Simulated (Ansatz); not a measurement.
# C on Pt(100): change of the work function

How does C on the hollow site change the work function of Pt(100) as the layer fills?

Program: Ansatz 0.2.0. Level of theory: plane-wave DFT, PBE, Ansatz PAW. Values are calculated unless marked as measured.

This is a report of a sequence of runs, with the program logs left out and the cost of each run kept.

**1. Starting point**

The cell holds 4 atoms: 4 Pt. Its edges and angles: a = 2.772 Å, b = 2.772 Å, c = 23.880 Å, α = 90.0°, β = 90.0°, γ = 90.0°. Vacuum lies along c.

**2. The clean slab**

The bare slab comes first, as the zero from which every change is counted. The two lowest layers are held at bulk places and the upper ones relax. The dipole correction removes the false field that a one-sided slab makes across the periodic vacuum, so each face gets a flat vacuum level of its own.

File input.yaml:

```yaml
crystal:
  lattice:
    - [2.7718585823, 0.0, 0.0]
    - [0.0, 2.7718585823, 0.0]
    - [0.0, 0.0, 23.88]
  atoms:
    - { symbol: Pt, position: [0.5, 0.5, 0.3768844221] }
    - { symbol: Pt, position: [0.0, 0.0, 0.458961474] }
    - { symbol: Pt, position: [0.5, 0.5, 0.541038526] }
    - { symbol: Pt, position: [0.0, 0.0, 0.6231155779] }
kpoints:
  mp_grid: { grid: [12, 12, 1] }
hamiltonian:
  xc: pbe
scf:
  occupations: { method: fermi_dirac, width: 0.1 }
  convergence: { dr2_threshold: 1.0e-08 }
efield:
  axis: 3
  dipole_correction: true
  ramp_position: 0.97
  ramp_width: 0.06
relax:
  f_tol: 0.02
  max_steps: 60
  constraints: [{ sites: [0, 1] }]
output:
  write_potential: true
  write_density: true
  volumetric_format: npy
```

The run is started by

```sh
ansatz run input.yaml --threads 4 --pin off --max-ram 16384MiB --backend cpu --events-out ev --progress --plain --runs-dir out
```

Run time: 40 s. Hardware: 4 threads of Arm Neoverse N1, shared host; peak memory 0.54 GiB.

Relaxation path:

```
step  energy less that of the first step (eV)  largest force component (eV/Å)
   1                                   0.0000                          0.2113
   2                                   0.0000                          0.1645
   3                                  -0.0077                          0.0265
   4                                  -0.0078                          0.0008
```

Forces are held to the 8 operations that the program found; a distortion that breaks them can't arise in this run.

The atoms that moved most (Å):

```csv
atom,dx,dy,dz,length
Pt4,0.000,0.000,0.058,0.058
Pt3,0.000,0.000,0.045,0.045
```

Numbers from this step:

- energy at zero smearing: -50090.3311 eV
- work function, upper face: 5.655 eV
- dipole along the normal: -1.31e-4 e·Å

Running mean over 1.96 Å of the planar mean; the ramp of the sawtooth is left out. The electron's electrostatic potential energy less the Fermi level by z:

| z (Å) | electron's electrostatic potential energy less the Fermi level (eV) |
| --- | --- |
| 3 | 5.65 |
| 4 | 5.65 |
| 5 | 5.65 |
| 6 | 5.61 |
| 7 | 4.96 |
| 8 | -3.03 |
| 9 | -11.3 |
| 10 | -12.0 |
| 11 | -12.1 |
| 12 | -11.7 |
| 13 | -12.1 |
| 14 | -11.8 |
| 15 | -11.1 |
| 16 | -2.23 |
| 17 | 5.07 |
| 18 | 5.62 |
| 19 | 5.65 |
| 20 | 5.66 |

The relaxation took 4 steps and lowered the energy by 0.0078 eV; the largest force on the free atoms ends at 8.2e-4 eV/Å.

The work function of the upper face is 5.66 eV.

**3. Adsorbate added, k-mesh 4×4×1, coverage 0.111 ML**

System of this step: Pt36C (C/Pt(100)). The cell holds 37 atoms: 36 Pt and 1 C. Its edges and angles: a = 8.316 Å, b = 8.316 Å, c = 24.901 Å, α = 90.0°, β = 90.0°, γ = 90.0°. Vacuum lies along c.

The clean slab as it ended is repeated in the plane and the adsorbate is set on one face; the cell's size fixes the coverage, and the k-mesh shrinks with it to keep the sampling density about even. Adsorbate and upper layers relax, since the dipole depends on the height.

File input.yaml:

```yaml
crystal:
  lattice:
    - [8.3155757469, 0.0, 0.0]
    - [0.0, 8.3155757469, 0.0]
    - [0.0, 0.0, 24.9010472371]
  atoms:
    - { symbol: Pt, position: [0.1666666667, 0.1666666667, 0.3614305822] }
    - { symbol: Pt, position: [0.0, 0.0, 0.4401421312] }
    - { symbol: Pt, position: [0.1666666667, 0.1666666667, 0.5206631727] }
    - { symbol: Pt, position: [0.0, 0.0, 0.5999142823] }
    - { symbol: Pt, position: [0.1666666667, 0.5, 0.3614305822] }
    - { symbol: Pt, position: [0.0, 0.3333333333, 0.4401421312] }
    - { symbol: Pt, position: [0.1666666667, 0.5, 0.5206631727] }
    - { symbol: Pt, position: [0.0, 0.3333333333, 0.5999142823] }
[... 25 atom lines left out ...]
    - { symbol: Pt, position: [0.6666666667, 0.6666666667, 0.4401421312] }
    - { symbol: Pt, position: [0.8333333333, 0.8333333333, 0.5206631727] }
    - { symbol: Pt, position: [0.6666666667, 0.6666666667, 0.5999142823] }
    - { symbol: C, position: [0.1666666667, 0.1666666667, 0.6385694178] }
kpoints:
  mp_grid: { grid: [4, 4, 1] }
hamiltonian:
  xc: pbe
scf:
  occupations: { method: fermi_dirac, width: 0.1 }
  convergence: { dr2_threshold: 1.0e-08 }
efield:
  axis: 3
  dipole_correction: true
  ramp_position: 0.97
  ramp_width: 0.06
relax:
  f_tol: 0.02
  max_steps: 60
  constraints:
    - { sites: [0, 1, 4, 5, 8, 9, 12, 13, 16, 17, 20, 21, 24, 25, 28, 29, 32, 33] }
output:
  write_potential: true
  write_density: true
  volumetric_format: npy
```

Elapsed: 48 min, on 4 threads; peak memory 12 GiB; 3.1 h of CPU time.

Relaxation path:

| step | energy less that of the first step (eV) | largest force component (eV/Å) |
| --- | --- | --- |
| 1 | 0.0000 | 2.4427 |
| 2 | -0.5755 | 1.5467 |
| 3 | -0.7762 | 0.2458 |
| 4 | -0.8162 | 0.1189 |
| 5 | -0.8290 | 0.0875 |
| 6 | -0.8354 | 0.1075 |
| 7 | -0.8489 | 0.0788 |
| 8 | -0.8516 | 0.0290 |
| 9 | -0.8516 | 0.0220 |
| 10 | -0.8518 | 0.0057 |

Relaxation step 9 was tried and not accepted.

The run keeps the 8 symmetry operations that the program found, so distortions that break them were not tested.

The atoms that moved most (Å):

```
atom      dx      dy      dz  length
 C37   0.000   0.000  -0.728   0.728
 Pt4  -0.047  -0.047   0.143   0.157
Pt16   0.047  -0.047   0.143   0.157
 Pt8  -0.047   0.047   0.143   0.157
Pt20   0.047   0.047   0.143   0.157
Pt24  -0.006   0.000   0.023   0.023
Pt32   0.000  -0.006   0.023   0.023
Pt28   0.000   0.006   0.023   0.023
```

Final coordinates:

```
Pt C
1.0
     8.31558    0.00000    0.00000
     0.00000    8.31558    0.00000
     0.00000    0.00000   24.90105
Pt C
36 1
Direct
  0.16667 0.16667 0.36143
  0.00000 0.00000 0.44014
  0.16667 0.16667 0.52143
  0.99433 0.99433 0.60564
  0.16667 0.50000 0.36143
  0.00000 0.33333 0.44014
  0.16667 0.50019 0.52065
  0.99433 0.33900 0.60564
  0.16667 0.83333 0.36143
  0.00000 0.66667 0.44014
  0.16667 0.83314 0.52065
  0.00068 0.66667 0.60082
  0.50000 0.16667 0.36143
  0.33333 0.00000 0.44014
  0.50019 0.16667 0.52065
  0.33900 0.99433 0.60564
  0.50000 0.50000 0.36143
  0.33333 0.33333 0.44014
  0.49908 0.49908 0.52128
  0.33900 0.33900 0.60564
  0.50000 0.83333 0.36143
  0.33333 0.66667 0.44014
  0.49908 0.83425 0.52128
  0.33265 0.66667 0.60082
  0.83333 0.16667 0.36143
  0.66667 0.00000 0.44014
  0.83314 0.16667 0.52065
  0.66667 0.00068 0.60082
  0.83333 0.50000 0.36143
  0.66667 0.33333 0.44014
  0.83425 0.49908 0.52128
  0.66667 0.33265 0.60082
  0.83333 0.83333 0.36143
  0.66667 0.66667 0.44014
  0.83425 0.83425 0.52128
  0.66667 0.66667 0.60023
  0.16667 0.16667 0.60932
```

This step gave:

- energy at zero smearing: -451063.8042 eV
- work function, upper face: 5.691 eV
- work function, lower face: 5.662 eV
- dipole along the normal: -0.01120 e·Å
- step between the vacuum levels: 0.02930 eV

Running mean over 1.96 Å of the planar mean; the ramp of the sawtooth is left out. The electron's electrostatic potential energy less the Fermi level by z:

```
z (Å)  electron's electrostatic potential energy less the Fermi level (eV)
    4                                                                 5.66
    5                                                                 5.66
    6                                                                 5.62
    7                                                                 4.96
    8                                                                -3.03
    9                                                                -11.3
   10                                                                -12.0
   11                                                                -12.1
   12                                                                -11.6
   13                                                                -12.0
   14                                                                -11.3
   15                                                                -11.9
   16                                                                -3.63
   17                                                                 4.93
   18                                                                 5.65
   19                                                                 5.69
   20                                                                 5.69
   21                                                                 5.69
```

The relaxation took 10 steps and lowered the energy by 0.85 eV; the largest force on the free atoms ends at 0.0057 eV/Å.

The covered face has 5.69 eV, +0.04 eV against the clean one; the bare back face has moved by +0.01 eV, a measure of how thin the slab is. The added atoms end 0.1 Å over the highest substrate atom on average, so this is no overlayer any more.

**4. Adsorbate added, k-mesh 6×6×1, coverage 0.25 ML**

System of this step: Pt16C (C/Pt(100)). The cell holds 17 atoms: 16 Pt and 1 C. Its edges and angles: a = 5.544 Å, b = 5.544 Å, c = 24.901 Å, α = 90.0°, β = 90.0°, γ = 90.0°. Vacuum lies along c.

Another coverage, to see how the dipoles act on each other as their distance changes.

File input.yaml:

```yaml
crystal:
  lattice:
    - [5.5437171646, 0.0, 0.0]
    - [0.0, 5.5437171646, 0.0]
    - [0.0, 0.0, 24.9010472371]
  atoms:
    - { symbol: Pt, position: [0.25, 0.25, 0.3614305822] }
    - { symbol: Pt, position: [0.0, 0.0, 0.4401421312] }
    - { symbol: Pt, position: [0.25, 0.25, 0.5206631727] }
    - { symbol: Pt, position: [0.0, 0.0, 0.5999142823] }
    - { symbol: Pt, position: [0.25, 0.75, 0.3614305822] }
    - { symbol: Pt, position: [0.0, 0.5, 0.4401421312] }
    - { symbol: Pt, position: [0.25, 0.75, 0.5206631727] }
    - { symbol: Pt, position: [0.0, 0.5, 0.5999142823] }
    - { symbol: Pt, position: [0.75, 0.25, 0.3614305822] }
    - { symbol: Pt, position: [0.5, 0.0, 0.4401421312] }
    - { symbol: Pt, position: [0.75, 0.25, 0.5206631727] }
    - { symbol: Pt, position: [0.5, 0.0, 0.5999142823] }
    - { symbol: Pt, position: [0.75, 0.75, 0.3614305822] }
    - { symbol: Pt, position: [0.5, 0.5, 0.4401421312] }
    - { symbol: Pt, position: [0.75, 0.75, 0.5206631727] }
    - { symbol: Pt, position: [0.5, 0.5, 0.5999142823] }
    - { symbol: C, position: [0.25, 0.25, 0.6385694178] }
kpoints:
  mp_grid: { grid: [6, 6, 1] }
hamiltonian:
  xc: pbe
scf:
  occupations: { method: fermi_dirac, width: 0.1 }
  convergence: { dr2_threshold: 1.0e-08 }
efield:
  axis: 3
  dipole_correction: true
  ramp_position: 0.97
  ramp_width: 0.06
relax:
  f_tol: 0.02
  max_steps: 60
  constraints: [{ sites: [0, 1, 4, 5, 8, 9, 12, 13] }]
output:
  dos: { projected: true, e_range: [-8, 4] }
  write_potential: true
  write_density: true
  volumetric_format: npy
  elf: true
```

Wall time 6.4 min (4 threads); peak memory 3.3 GiB; 25 min of CPU time.

Relaxation path:

| step | energy less that of the first step (eV) | largest force component (eV/Å) |
| --- | --- | --- |
| 1 | 0.0000 | 2.4217 |
| 2 | -0.5760 | 1.5900 |
| 3 | -0.7835 | 0.3200 |
| 4 | -0.8158 | 0.1242 |
| 5 | -0.8220 | 0.0187 |

The run keeps the 8 symmetry operations that the program found, so distortions that break them were not tested.

The atoms that moved most (Å):

```csv
atom,dx,dy,dz,length
C17,0.000,0.000,-0.413,0.413
Pt16,0.012,0.012,0.143,0.144
Pt12,0.012,-0.012,0.143,0.144
Pt8,-0.012,0.012,0.143,0.144
Pt4,-0.012,-0.012,0.143,0.144
Pt15,0.000,0.000,0.113,0.113
Pt3,0.000,0.000,-0.045,0.045
```

The relaxed structure:

```cif
data_structure
_symmetry_space_group_name_H-M 'P 1'
_symmetry_Int_Tables_number 1
_cell_length_a 5.5437
_cell_length_b 5.5437
_cell_length_c 24.9010
_cell_angle_alpha 90.000
_cell_angle_beta 90.000
_cell_angle_gamma 90.000
_cell_volume 765.28
loop_
_atom_site_label
_atom_site_type_symbol
_atom_site_fract_x
_atom_site_fract_y
_atom_site_fract_z
_atom_site_occupancy
Pt1 Pt 0.25000 0.25000 0.36143 1
Pt2 Pt 0.00000 0.00000 0.44014 1
Pt3 Pt 0.25000 0.25000 0.51887 1
Pt4 Pt 0.99777 0.99777 0.60565 1
Pt5 Pt 0.25000 0.75000 0.36143 1
Pt6 Pt 0.00000 0.50000 0.44014 1
Pt7 Pt 0.25000 0.75000 0.52060 1
Pt8 Pt 0.99777 0.50223 0.60565 1
Pt9 Pt 0.75000 0.25000 0.36143 1
Pt10 Pt 0.50000 0.00000 0.44014 1
Pt11 Pt 0.75000 0.25000 0.52060 1
Pt12 Pt 0.50223 0.99777 0.60565 1
Pt13 Pt 0.75000 0.75000 0.36143 1
Pt14 Pt 0.50000 0.50000 0.44014 1
Pt15 Pt 0.75000 0.75000 0.52521 1
Pt16 Pt 0.50223 0.50223 0.60565 1
C17 C 0.25000 0.25000 0.62197 1
```

This step gave:

```
energy at zero smearing        : -200612.1475 eV
work function, upper face      : 5.690 eV
work function, lower face      : 5.657 eV
dipole along the normal        : -0.005693 e·Å
step between the vacuum levels : 0.03352 eV
```

The density of states has structure finer than the step of the table below, so its rows give means over 0.25 eV. Peaks (eV: height): -4.840: 52.0, -4.720: 42.0, -4.630: 60.9, -3.130: 46.0, -2.860: 47.4, -2.620: 52.0, -2.050: 45.0.

Table of density of states by energy, zero at the Fermi level; means over each step:

```
energy (eV)  density of states (states/eV a cell)
      -7.75                                  1.94
      -7.50                                  4.86
      -7.25                                  4.50
      -7.00                                  6.63
      -6.75                                  7.71
      -6.50                                  11.0
      -6.25                                  14.6
      -6.00                                  14.2
      -5.75                                  22.0
      -5.50                                  22.2
      -5.25                                  17.1
      -5.00                                  14.4
      -4.75                                  26.1
      -4.50                                  23.9
      -4.25                                  19.3
      -4.00                                  21.3
      -3.75                                  23.0
      -3.50                                  24.4
      -3.25                                  32.4
      -3.00                                  26.8
      -2.75                                  25.5
      -2.50                                  19.6
      -2.25                                  27.1
      -2.00                                  30.1
      -1.75                                  24.2
      -1.50                                  25.9
      -1.25                                  27.8
      -1.00                                  30.1
      -0.75                                  28.0
      -0.50                                  25.9
      -0.25                                  23.7
       0.00                                  28.1
       0.25                                  15.3
       0.50                                  11.0
       0.75                                  6.86
       1.00                                  5.53
       1.25                                  5.32
       1.50                                  5.96
       1.75                                  5.64
```

Projected DOS per atom over height of the atomic layer and energy from the Fermi level. Layers: Pt4 Pt4 Pt4 Pt4C from below.

Values in states/eV, 22 rows by 4 columns, each cell a mean:
```
0.21 0.22 0.21 0.43
0.24 0.22 0.19 0.40
0.40 0.30 0.29 0.35
0.75 0.72 0.77 0.52
1.77 1.83 1.54 0.77
1.87 1.75 1.56 1.13
2.42 1.24 1.53 1.59
2.02 1.07 1.46 1.58
1.87 1.20 1.30 1.73
2.15 0.85 1.33 1.39
1.71 1.19 1.14 1.74
1.99 2.19 1.80 1.27
1.28 1.44 1.76 1.18
1.02 1.27 1.36 0.97
1.24 1.30 1.70 1.18
0.78 1.28 1.23 0.82
0.97 1.99 1.39 0.84
0.71 1.67 1.23 0.44
0.38 0.99 0.83 0.68
0.15 0.36 0.45 0.57
0.11 0.27 0.27 0.51
0.04 0.14 0.13 0.14
```
Columns: height of the atomic layer (Å) from 9 to 15.2 (not evenly spaced); rows upwards: energy from the Fermi level (eV) from -7.96 to 1.95.

ELF in the ca plane at fractional y = 0.250, with atoms of Pt and C within 0.2 Å of it. It is the smooth field of the valence electrons, not physical close to the nuclei.

Ten even steps from '0' (0.00) to '9' (0.74), each cell a mean:
```
12334333333333333332233322100000000000000000
12346653322233466533233321100000000000000000
23478885321224688853222211000000000000000000
23589986421124799863221111000000000000000000
23478885321224688853222211000000000000000000
12346653322233466533233321100000000000000000
12334333333333333332233322100000000000000000
12344333333333333322233332100000000000000000
12344433333333344322246775310000000000000000
23467874322233578642379998520000000000000000
23578986321224799853474389630000000000000000
23578986321224799853474389630000000000000000
13457864322233578642379998520000000000000000
12344433333333344322246775310000000000000000
12344333333333333322233332100000000000000000
```
Columns run along c (16.0 Å, from fractional 0.29 to 0.94 of the cell), rows up along a (5.5 Å). Atoms in or near the plane, at fractional coordinates: Pt at (0.36, 0.25), Pt at (0.52, 0.25), Pt at (0.36, 0.75), Pt at (0.52, 0.75), C at (0.62, 0.25).

Valence density in the ca plane at fractional y = 0.250, with atoms of Pt and C within 0.2 Å of it. It is the smooth field of the valence electrons, not physical close to the nuclei.

Values in units of 1e0 e/Å³, 8 rows by 16 columns, each cell a mean:
```
0.1 1.0 0.9 0.3 0.3 1.1 0.8 0.2 0.2 0.0 0.0 0.0 0.0 0.0 0.0 0.0
0.2 6.0 4.9 0.2 0.3 6.2 4.6 0.2 0.1 0.0 0.0 0.0 0.0 0.0 0.0 0.0
0.2 4.5 3.6 0.2 0.3 4.6 3.4 0.2 0.1 0.0 0.0 0.0 0.0 0.0 0.0 0.0
0.1 0.5 0.5 0.3 0.3 0.6 0.5 0.3 0.2 0.1 0.0 0.0 0.0 0.0 0.0 0.0
0.1 1.0 0.9 0.3 0.3 1.2 0.8 0.3 0.6 0.1 0.0 0.0 0.0 0.0 0.0 0.0
0.2 6.0 4.9 0.2 0.4 6.5 4.2 0.5 1.4 0.3 0.0 0.0 0.0 0.0 0.0 0.0
0.2 4.4 3.6 0.2 0.3 4.9 3.1 0.4 1.2 0.2 0.0 0.0 0.0 0.0 0.0 0.0
0.1 0.5 0.5 0.3 0.3 0.6 0.4 0.3 0.4 0.1 0.0 0.0 0.0 0.0 0.0 0.0
```
Columns run along c (16.0 Å, from fractional 0.29 to 0.94 of the cell), rows up along a (5.5 Å). Atoms in or near the plane, at fractional coordinates: Pt at (0.36, 0.25), Pt at (0.52, 0.25), Pt at (0.36, 0.75), Pt at (0.52, 0.75), C at (0.62, 0.25).

Electrostatic potential energy in the ca plane at fractional y = 0.250, with atoms of Pt and C within 0.2 Å of it. With pseudopotentials it is smooth inside the atoms' cores, unlike the true potential.

Ten even steps from '0' (-71 eV) to '9' (9 eV), each cell a mean:
```
99998889999999988899999999999999999999999999
99974358999998743589999999999999999999999999
99840016899998400168999999999999999999999999
99730005899997200058999999999999999999999999
99841016899998400268999999999999999999999999
99975458999999744689999999999999999999999999
99998889999999988899999999999999999999999999
99999999999999999999999999999999999999999999
99987678999999866799998899999999999999999999
99852137999998521479986579999999999999999999
99830005899997200168961048999999999999999999
99830005899997200168961048999999999999999999
99862137999998521479986579999999999999999999
99987678999999876899998899999999999999999999
99999999999999999999999999999999999999999999
```
Columns run along c (16.0 Å, from fractional 0.29 to 0.94 of the cell; values clipped at the 3rd and 97th percentile), rows up along a (5.5 Å). Atoms in or near the plane, at fractional coordinates: Pt at (0.36, 0.25), Pt at (0.52, 0.25), Pt at (0.36, 0.75), Pt at (0.52, 0.75), C at (0.62, 0.25).

The relaxation took 5 steps and lowered the energy by 0.82 eV; the largest force on the free atoms ends at 0.019 eV/Å.

By hand: a sheet of dipoles makes a step −p/(ε₀A) in the electron's potential. With e/ε₀ = 180.95 V·Å, p = -0.005693 e·Å and A = 30.73 Å², that is −180.95 × (-0.005693) / 30.73 = +0.034 eV, and the two vacuum levels of the run differ by +0.034 eV.

The covered face has 5.69 eV, +0.03 eV against the clean one; the bare back face has moved by +0.00 eV, a measure of how thin the slab is.

[end of part 1 of 2]

[Long decimals in the printed logs are rounded to 6 places.]

[Logs are printed without paths, hosts, clocks, repeated set-up lines and the standing remarks that a program may print on its own settings, such as how far it seeks lower states.]

[Hosts, paths, dates, database ids (printed as entryN), source tags and the programs' standing remarks are cut or masked in the printed files.]

[Maps of the electrostatic potential energy from Ansatz leave out the sawtooth potential of an applied field or a dipole correction, so their vacuum need not be flat; planar profiles and work functions include it.]

[The density of states shown here was stored with 400 of the rows of the run's finer table, so its peaks can read low, often by over a quarter, or be missed, and its means over a window can be off by a tenth or more.]
